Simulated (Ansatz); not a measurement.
Planning a run of Ansatz 0.2.0 on SiC (P6_3mc). The input:

```yaml
crystal:
  lattice:
    - [3.0941148189, 0.0, 0.0]
    - [-1.5470574094, 2.6795820354, 0.0]
    - [0.0, 0.0, 10.1294988414]
  atoms:
    - { symbol: Si, position: [0.6666666667, 0.3333333333, 0.9378491685] }
    - { symbol: Si, position: [0.3333333333, 0.6666666667, 0.4378491685] }
    - { symbol: Si, position: [0.0, 0.0, 0.6878957606] }
    - { symbol: Si, position: [0.0, 0.0, 0.1878957606] }
    - { symbol: C, position: [0.6666666667, 0.3333333333, 0.749803259] }
    - { symbol: C, position: [0.3333333333, 0.6666666667, 0.249803259] }
    - { symbol: C, position: [0.0, 0.0, 0.5004508118] }
    - { symbol: C, position: [0.0, 0.0, 0.0004508118] }
kpoints:
  mp_grid: { grid: [6, 6, 2] }
  band_path:
    path:
      - [0.0, 0.0, 0.0]
      - [0.5, 0.0, 0.0]
      - [0.33333333, 0.33333333, 0.0]
      - [0.0, 0.0, 0.5]
      - [0.5, 0.0, 0.5]
      - [0.33333333, 0.33333333, 0.5]
    npoints: 1
hamiltonian:
  xc: hse06
scf:
  occupations: { method: fixed }
  n_extra_bands: 6
output:
  eigenvalues: true
```

```sh
ansatz run input.yaml --threads 3 --pin off --max-ram 92160MiB --backend cuda --events-out ev --progress --plain --runs-dir out --devices 1 --max-vram 13GiB
```

Question: How long will it take on 1 × NVIDIA H100 80GB HBM3 (shared by 6 runs) with 3 threads of AMD EPYC 7R13 (Zen 3), shared host, and how much memory?

It took 19 s; on shared hardware allow 9.6 s to 38 s. Peak host memory was 1.3 GiB. The sizes that set the cost: 1629 plane waves a state, 14 irreducible k points and 9 SCF cycles.

Exact exchange couples every pair of k points and filled bands, so it costs far more than a semilocal run.

[Paths, hosts, dates, memory and timing lines, banners, echoed tables and standing remarks are left out of the program output.]

[Logs are printed without paths, hosts, clocks, repeated set-up lines and the standing remarks that a program may print on its own settings, such as how far it seeks lower states.]

[Runs of the session that timed out or met a known fault of the program may be left out.]

[Cells called generated may have been cut or substituted from an entry of the Crystallography Open Database or the Materials Project.]

[Hosts, paths, dates, database ids (printed as entryN), source tags and the programs' standing remarks are cut or masked in the printed files.]
